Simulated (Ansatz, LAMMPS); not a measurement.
# Relaxing amorphous 29ZrO2-71SiO2 (mol %) (84 atoms)

Wanted: the relaxed structure of amorphous 29ZrO2-71SiO2 (mol %) (84 atoms) and its electronic structure.

Calculated with Ansatz 0.2.0; Kohn-Sham DFT, PBE, PAW (set soft_2), plane waves.

## (1) The system as given

The cell holds 84 atoms: 8 Zr, 20 Si and 56 O. Cell: a = 10.691 Å, b = 10.691 Å, c = 10.691 Å, α = 90.0°, β = 90.0°, γ = 90.0°. 84 atoms (8 Zr, 20 Si, 56 O) placed at random at 2.97 g/cm³, melted at 5000 K for 10 ps at fixed volume with the Morse and Coulomb pair potential with partial charges (Pedone, Malavasi, Menziani, Cormack and Segre, J. Phys. Chem. B 110, 11780 (2006)). Quenched from 5000 K to 300 K at 50 K/ps and fixed volume, held 5 ps, then minimised at fixed cell.

What the set-up can't give: The quench rate of 50 K/ps is orders of magnitude faster than experiment, which tends to freeze in extra defects. The starting topology of bonds comes from the classical model. Only the Γ point is sampled in the main run, in a cell whose shortest periodic width is 11 Å.

## (2) How the cell was made

A classical potential makes the cell, at a small fraction of what the same run would cost in DFT.

This step: classical MD, Morse and Coulomb pair potential with partial charges (Pedone, Malavasi, Menziani, Cormack and Segre, J. Phys. Chem. B 110, 11780 (2006)) (LAMMPS 22 Jul 2025 - Update 4).

in.lmp reads:

```
# melt-quench of Zr8Si20O56
units metal
atom_style charge
boundary p p p
region box block 0 10.6906 0 10.6906 0 10.6906
create_box 3 box
mass 1 91.2240   # Zr
mass 2 28.0850   # Si
mass 3 15.9990   # O
create_atoms 1 random 8 40749 NULL overlap 1.5 maxtry 2000
create_atoms 2 random 20 40756 NULL overlap 1.5 maxtry 2000
create_atoms 3 random 56 40763 NULL overlap 1.5 maxtry 2000
pair_style hybrid/overlay pedone 5.5 coul/long 8.0
pair_coeff * * coul/long
pair_coeff 1 3 pedone 0.206237 2.479675 2.436997 1   # Zr-O
pair_coeff 2 3 pedone 0.340554 2.006700 2.100000 1   # Si-O
pair_coeff 3 3 pedone 0.042395 1.379316 3.618701 22   # O-O
set type 1 charge 2.4
set type 2 charge 2.4
set type 3 charge -1.2
kspace_style pppm 1.0e-4
neigh_modify delay 0 every 1 check yes
thermo_style custom step time temp pe press density
thermo_modify norm yes
timestep 0.002
thermo 100
min_style cg
minimize 1e-4 1e-4 200 2000
reset_timestep 0
velocity all create 5000 40750 mom yes dist gaussian
fix lim all nve/limit 0.05
fix lan all langevin 5000 5000 0.2 40751 zero yes
thermo 500
run 1000 post no
# [... 10 lines left out ...]
thermo 1250
fix md all nvt temp 300 300 0.2
run 2500 post no
unfix md
thermo 100
min_style cg
minimize 0 1e-3 2000 20000
write_dump all custom glass.dump id type xs ys zs modify sort id
```

On the command line:

```sh
$ lmp -in in.lmp -log none -nocite
```

Standard output:

```text
LAMMPS (22 Jul 2025 - Update 4)
Created orthogonal box = (0 0 0) to (10.6906 10.6906 10.6906)
Created 8 atoms
Created 20 atoms
Created 56 atoms
PPPM initialization ...
  G vector (1/distance) = 0.38421069
  grid = 12 12 12
  estimated relative force accuracy = 5.9566107e-05
   Step          Time           Temp          PotEng         Press         Density
         0   0              0             -3.489565       647777.38      2.9728854
        79   0.158          0             -16.759008     -40429.135      2.9728854
Loop time of 0.0444152 s on 1 MPI rank(s) for 79 steps with 84 atoms
Minimization stats:
  Stopping criterion = energy tolerance
[... 36 lines left out ...]
     55000   110            327.23088     -16.928533     -33427.104      2.9728854
     55500   111            327.70602     -16.927188     -33041.624      2.9728854
Loop time of 0.78739 s on 1 MPI rank(s) for 2500 steps with 84 atoms
   Step          Time           Temp          PotEng         Press         Density
     55500   111            327.70602     -16.927188     -33041.624      2.9728854
     55515   111.03         327.70602     -16.96738      -30888.575      2.9728854
Loop time of 0.0243718 s on 1 MPI rank(s) for 15 steps with 84 atoms
Minimization stats:
  Stopping criterion = linesearch alpha is zero
  Energy initial, next-to-last, final =
     -16.9271883547643  -16.9673798276615  -16.9673798276615
  Force two-norm initial, final = 12.39576 0.49700271
  Iterations, force evaluations = 15 63
```

The job ended after 20 s (1 thread of Intel Xeon Platinum 8559C (Emerald Rapids), shared host; peak memory 0.071 GiB).

## (3) Single point at the start

A single point comes first, to see the forces before anything moves.

input.yaml reads:

```yaml
crystal:
  lattice:
    - [10.6906, 0.0, 0.0]
    - [0.0, 10.6906, 0.0]
    - [0.0, 0.0, 10.6906]
  atoms:
    - { symbol: Zr, position: [0.10934, 0.09905, 0.91808] }
    - { symbol: Zr, position: [0.13709, 0.38958, 0.3901] }
    - { symbol: Zr, position: [0.86261, 0.02622, 0.09562] }
    - { symbol: Zr, position: [0.06373, 0.63696, 0.22377] }
    - { symbol: Zr, position: [0.90739, 0.76434, 0.92169] }
    - { symbol: Zr, position: [0.78554, 0.52298, 0.76449] }
    - { symbol: Zr, position: [0.93495, 0.37383, 0.07409] }
    - { symbol: Zr, position: [0.32471, 0.70621, 0.98664] }
    - { symbol: Si, position: [0.40018, 0.15116, 0.75356] }
    - { symbol: Si, position: [0.43764, 0.08977, 0.47332] }
    - { symbol: Si, position: [0.32442, 0.95314, 0.1555] }
    - { symbol: Si, position: [0.44107, 0.35272, 0.33649] }
    - { symbol: Si, position: [0.10276, 0.55963, 0.79411] }
    - { symbol: Si, position: [0.76509, 0.23901, 0.62283] }
    - { symbol: Si, position: [0.15841, 0.66588, 0.53709] }
    - { symbol: Si, position: [0.16143, 0.06979, 0.36236] }
    - { symbol: Si, position: [0.45521, 0.67776, 0.56737] }
    - { symbol: Si, position: [0.65802, 0.06443, 0.84353] }
    - { symbol: Si, position: [0.50751, 0.4405, 0.94423] }
    - { symbol: Si, position: [0.52053, 0.402, 0.66342] }
    - { symbol: Si, position: [0.36088, 0.22958, 0.07842] }
    - { symbol: Si, position: [0.02582, 0.31006, 0.70068] }
    - { symbol: Si, position: [0.6644, 0.47656, 0.19399] }
    - { symbol: Si, position: [0.88222, 0.02963, 0.43588] }
    - { symbol: Si, position: [0.89496, 0.79137, 0.60328] }
    - { symbol: Si, position: [0.77742, 0.75563, 0.21739] }
    - { symbol: Si, position: [0.59677, 0.77904, 0.82241] }
    - { symbol: Si, position: [0.5331, 0.85071, 0.34236] }
    - { symbol: O, position: [0.19814, 0.98321, 0.24018] }
    - { symbol: O, position: [0.65197, 0.917, 0.80957] }
    - { symbol: O, position: [0.42235, 0.86745, 0.23546] }
    - { symbol: O, position: [0.99788, 0.94348, 0.97536] }
    - { symbol: O, position: [0.17797, 0.6577, 0.87204] }
    - { symbol: O, position: [0.72059, 0.68831, 0.85581] }
    - { symbol: O, position: [0.58997, 0.45158, 0.80272] }
    - { symbol: O, position: [0.96825, 0.18386, 0.04552] }
    - { symbol: O, position: [0.90889, 0.84253, 0.74318] }
    - { symbol: O, position: [0.03667, 0.03038, 0.43476] }
    - { symbol: O, position: [0.91439, 0.74486, 0.27838] }
    - { symbol: O, position: [0.66592, 0.83261, 0.279] }
    - { symbol: O, position: [0.14389, 0.56996, 0.65048] }
    - { symbol: O, position: [0.59159, 0.4774, 0.0609] }
    - { symbol: O, position: [0.38, 0.31064, 0.20376] }
    - { symbol: O, position: [0.39696, 0.53502, 0.93033] }
    - { symbol: O, position: [0.02004, 0.18088, 0.76652] }
    - { symbol: O, position: [0.42014, 0.30409, 0.71142] }
    - { symbol: O, position: [0.23539, 0.65988, 0.14969] }
    - { symbol: O, position: [0.04469, 0.44176, 0.22185] }
    - { symbol: O, position: [0.08241, 0.32599, 0.56499] }
    - { symbol: O, position: [0.26969, 0.10893, 0.8034] }
    - { symbol: O, position: [0.72635, 0.0767, 0.97354] }
    - { symbol: O, position: [0.7247, 0.15007, 0.73532] }
    - { symbol: O, position: [0.64345, 0.3331, 0.60468] }
    - { symbol: O, position: [0.83283, 0.41691, 0.91991] }
    - { symbol: O, position: [0.51453, 0.10919, 0.84085] }
    - { symbol: O, position: [0.44024, 0.09125, 0.62041] }
    - { symbol: O, position: [0.48224, 0.52775, 0.59558] }
    - { symbol: O, position: [0.04087, 0.7576, 0.55593] }
    - { symbol: O, position: [0.95951, 0.60736, 0.80499] }
    - { symbol: O, position: [0.4982, 0.76997, 0.93141] }
    - { symbol: O, position: [0.47351, 0.22462, 0.41317] }
    - { symbol: O, position: [0.81207, 0.65859, 0.61176] }
    - { symbol: O, position: [0.52145, 0.98043, 0.4181] }
    - { symbol: O, position: [0.39041, 0.08607, 0.12526] }
    - { symbol: O, position: [0.29216, 0.06465, 0.43679] }
    - { symbol: O, position: [0.08531, 0.40788, 0.80604] }
    - { symbol: O, position: [0.22296, 0.21654, 0.02571] }
    - { symbol: O, position: [0.86899, 0.35255, 0.67246] }
    - { symbol: O, position: [0.14014, 0.21095, 0.32358] }
    - { symbol: O, position: [0.96731, 0.62802, 0.05574] }
    - { symbol: O, position: [0.44895, 0.30572, 0.98003] }
    - { symbol: O, position: [0.8537, 0.03668, 0.28687] }
    - { symbol: O, position: [0.7223, 0.6155, 0.20907] }
    - { symbol: O, position: [0.27955, 0.89147, 0.02939] }
    - { symbol: O, position: [0.82352, 0.15453, 0.51297] }
    - { symbol: O, position: [0.80801, 0.83302, 0.08381] }
    - { symbol: O, position: [0.30353, 0.70642, 0.55005] }
    - { symbol: O, position: [0.8438, 0.90362, 0.51237] }
    - { symbol: O, position: [0.51072, 0.73785, 0.44121] }
    - { symbol: O, position: [0.12456, 0.58962, 0.40667] }
    - { symbol: O, position: [0.5226, 0.73783, 0.69273] }
    - { symbol: O, position: [0.56217, 0.43468, 0.29966] }
    - { symbol: O, position: [0.77948, 0.3824, 0.18671] }
    - { symbol: O, position: [0.32618, 0.41379, 0.40703] }
kpoints:
  mp_grid: { grid: [1, 1, 1] }
hamiltonian:
  xc: pbe
scf:
  occupations: { method: fermi_dirac, width: 0.025 }
output:
  forces: true
```

On the command line:

```sh
$ ansatz run input.yaml --threads 4 --pin off --max-ram 8192MiB --backend cpu --events-out ev --progress --plain --runs-dir out
```

Standard output:

```text
Engine: ansatz 0.2.0, x86_64-unknown-linux-gnu
Pseudopotentials: kind: paw
Pseudopotential: Zr, paw, valence charge 12, recommended cutoff 420 eV (normal), Zr.paw.azcp
Pseudopotential: Si, paw, valence charge 4, recommended cutoff 420 eV (normal), Si.paw.azcp
Pseudopotential: O, paw, valence charge 6, recommended cutoff 420 eV (normal), O.paw.azcp
[... 5 lines on functional and potentials left out ...]
Crystal: 84 atoms, lattice volume = 1221.817 Å³
Basis set: ecut = 420 eV, 23847 PW (Γ), exchange–correlation on 144×144×144 points (8 copies of the dense FFT grid, shifted against one another)
Bands: 340, of which v1, the nominal top of the filled ones, is band 256 counted from 1 (255 counted from 0)
Symmetry: 1 space group operations
Space group: P1 (ITA 1), of the structure as read, at distance tolerance 1.1e-4 Å
k-points: 1
[... 7 lines on functional and potentials left out ...]
Initial density: superposition of atomic densities (neutral atoms: chi_scale 0, normalization atom), corrected by the library's trained network
Initial wavefunctions: pseudopotential atomic-orbital guess
Functional: x = pbe(κ = 0.804, μ = 0.219515), c = pbe(β = 0.066725)
SCF iter   1: F=—  HF=-78058.377817 eV  |F-HF|=—  |Δ(HF+E_count)|=         —  Δρ=3.15e-3  dr2=1.54e-1  ethr=1.77e-3  ⟨swp⟩=6.0  Hψ=1351  notcnv=0  defer=59
preconditioner: auto → Resta (q_TF=auto, 2.360 Å⁻¹)  ε∞=3.7  [insulator: Δε(μ)=3.156 eV  Ē_g=13.774 eV  σ=0.025 eV  W_gap=1.00  n_scr=256 (ndim 8)  ℏωp=22.5 eV  f_vac=0.183  D(μ)=0.00/eV (n_scr^D=0)  ε∞_Penn≈3.7]
SCF iter   2: F=—  HF=-78058.363480 eV  |F-HF|=—  |Δ(HF+E_count)|=   1.43e-2  Δρ=1.73e-3  dr2=3.72e-2  ethr=3.00e-5  ⟨swp⟩=2.0  Hψ=652  notcnv=0  defer=79
SCF iter   3: F=—  HF=-78058.363065 eV  |F-HF|=—  |Δ(HF+E_count)|=   4.15e-4  Δρ=8.65e-4  dr2=1.34e-2  ethr=7.26e-6  ⟨swp⟩=2.0  Hψ=438  notcnv=0  defer=36
automatic band count: iteration 3 solves 297 bands in place of 340: the levels show a gap, and the empty bands left out lie too high to hold charge; the band table lists the bands solved (type scf.n_extra_bands for more)
SCF iter   4: F=—  HF=-78058.362405 eV  |F-HF|=—  |Δ(HF+E_count)|=   6.60e-4  Δρ=3.55e-4  dr2=1.93e-3  ethr=2.61e-6  ⟨swp⟩=2.0  Hψ=433  notcnv=0  defer=36
SCF iter   5: F=—  HF=-78058.362264 eV  |F-HF|=—  |Δ(HF+E_count)|=   1.41e-4  Δρ=1.85e-4  dr2=5.06e-4  ethr=3.77e-7  ⟨swp⟩=2.0  Hψ=433  notcnv=0  defer=36
SCF iter   6: F=—  HF=-78058.362273 eV  |F-HF|=—  |Δ(HF+E_count)|=   8.41e-6  Δρ=7.62e-5  dr2=8.99e-5  ethr=9.89e-8  ⟨swp⟩=2.0  Hψ=433  notcnv=0  defer=36
SCF iter   7: F=—  HF=-78058.363751 eV  |F-HF|=—  |Δ(HF+E_count)|=   1.48e-3  Δρ=4.38e-5  dr2=2.50e-5  ethr=1.75e-8  ⟨swp⟩=3.0  Hψ=528  notcnv=0  defer=36
SCF iter   8: F=—  HF=-78058.363752 eV  |F-HF|=—  |Δ(HF+E_count)|=   1.16e-6  Δρ=1.66e-5  dr2=3.98e-6  ethr=4.88e-9  ⟨swp⟩=2.0  Hψ=440  notcnv=0  defer=36
SCF iter   9: F=—  HF=-78058.363753 eV  |F-HF|=—  |Δ(HF+E_count)|=   1.28e-6  Δρ=1.02e-5  dr2=1.35e-6  ethr=7.77e-10  ⟨swp⟩=2.0  Hψ=433  notcnv=0  defer=36
SCF iter  10: F=—  HF=-78058.363754 eV  |F-HF|=—  |Δ(HF+E_count)|=   1.07e-7  Δρ=2.92e-6  dr2=1.26e-7  ethr=2.63e-10  ⟨swp⟩=2.0  Hψ=433  notcnv=0  defer=36
SCF iter  11: F=-78058.363754 eV  HF=-78058.363754 eV  |F-HF|=2.12e-8  |Δ(HF+E_count)|=   6.23e-8  Δρ=2.03e-6  dr2=4.81e-8  ethr=1.95e-11  ⟨swp⟩=4.0  Hψ=937  notcnv=0
SCF 1 converged in 11 iterations: F = -78058.363754 eV  dr2 = 4.81e-8
  greatest PAW one-centre occupation: 0.995 electrons in one spin orbital (limit 2), on the Zr atom at site 3 (counted from 0), in its partial waves of l = 0
SCF converged after 11 iterations
Free energy (F): -78058.363754 eV
Harris-Foulkes:  -78058.363754 eV  (|F-HF|=2.12e-8)
Internal energy: -78058.363754 eV  (E = F + TS)
E sigma→0 (E₀):  -78058.363754 eV
Fermi energy:    5.214018 eV
--- Per-component energies (eV) ---
  E_band       = -3318.336736
  E_kinetic    = 13489.327080
  E_local      = -39561.430057  (includes V_loc(G=0)·N_el)
  E_nonlocal   = 3777.618019
  E_hartree    = 14737.518768
  E_xc         = -6557.112281
  E_vxc        = -7771.302907  (∫ρ·V_xc dr)
  E_paw        = -42772.325360  (= ΣΔE_a)
  E_vpaw       = -2727.723266  (= ΣTr[D̂ρ^β])
  E_aug_tail   = 0.142467  (compensation charges beyond the density's cutoff)
  E_ewald      = -21172.102389
  E_smearing   = -0.000000  (= −TS)
  E_closure    = -0.000000  (closes the sum)
  Σ components = -78058.363754   (vs F -78058.363754, Δ=0.00e0)
--- Forces (eV/Å), atoms counted from 1 ---
  atom   1  Zr     1.52892181     1.40655349    -0.47576146
  atom   2  Zr     1.56521245    -2.50779931     0.82443982
  atom   3  Zr    -0.50438010     0.36529323    -0.35008213
  atom   4  Zr     0.24409880     0.46497818    -2.18040019
  atom   5  Zr     0.33528612    -0.17511120    -0.55291234
  atom   6  Zr     0.63655234     0.74184065     0.14839665
  atom   7  Zr    -2.46918897     0.64987046    -0.73064813
  atom   8  Zr    -0.50706941    -0.99700735     0.04295703
  atom   9  Si     1.55711113     1.11101520    -1.32597162
  atom  10  Si    -1.93077798     0.87452211    -1.03624825
  atom  11  Si    -0.05284812     1.29393290     1.32626373
  atom  12  Si    -0.29277062    -1.95639053    -1.55824402
  atom  13  Si    -0.48649596    -0.56582348    -1.45278764
  atom  14  Si    -0.12079607     0.50447975     0.85955879
[...]
atom  83  O      2.41243605    -1.31445440    -0.66725952
  atom  84  O     -2.14830679     1.13122358     0.85913068
  max |Σ_I F_I| component: 9.15e-5 eV/Å
```

Elapsed: 6.8 s, on 4 threads of Intel Xeon Platinum 8559C (Emerald Rapids), shared host; peak memory 1.5 GiB; 22 s of CPU time.

The run gave:

* free energy: -78058.3638 eV
* free energy per atom: -929.2662 eV/atom
* SCF cycles: 11
* r.m.s. force component: 0.9281 eV/Å
* longest force: 3.318 eV/Å
* Fermi energy: 5.214 eV

The r.m.s. force component of 0.93 eV/Å sets the starting point.

Neighbours are counted within 2.12 Å (O-Si), 2.82 Å (O-Zr).

Length of the force by element and coordination:

| element | coordination | atoms | mean length of the force (eV/Å) | spread | least | most |
| --- | --- | --- | --- | --- | --- | --- |
| O | all | 56 | 1.32 | 0.754 | 0.263 | 3.32 |
| O | 2 | 46 | 1.47 | 0.727 | 0.343 | 3.32 |
| O | 3 | 10 | 0.653 | 0.456 | 0.263 | 1.88 |
| Si | all | 20 | 1.61 | 0.544 | 0.376 | 2.52 |
| Zr | all | 8 | 1.70 | 0.876 | 0.670 | 3.07 |
| Zr | 5 | 6 | 1.99 | 0.824 | 0.714 | 3.07 |
| Zr | 6 | 2 | 0.829 | 0.159 | 0.670 | 0.989 |

(Part 1 of 4 ends here.)

[Long decimals in the printed logs are rounded to 6 places.]

[Logs are printed without paths, hosts, clocks, repeated set-up lines and the standing remarks that a program may print on its own settings, such as how far it seeks lower states.]

[Hosts, paths, dates, database ids (printed as entryN), source tags and the programs' standing remarks are cut or masked in the printed files.]

[A walk said to have stopped at its limit may instead have ended on an SCF cycle that didn't converge.]
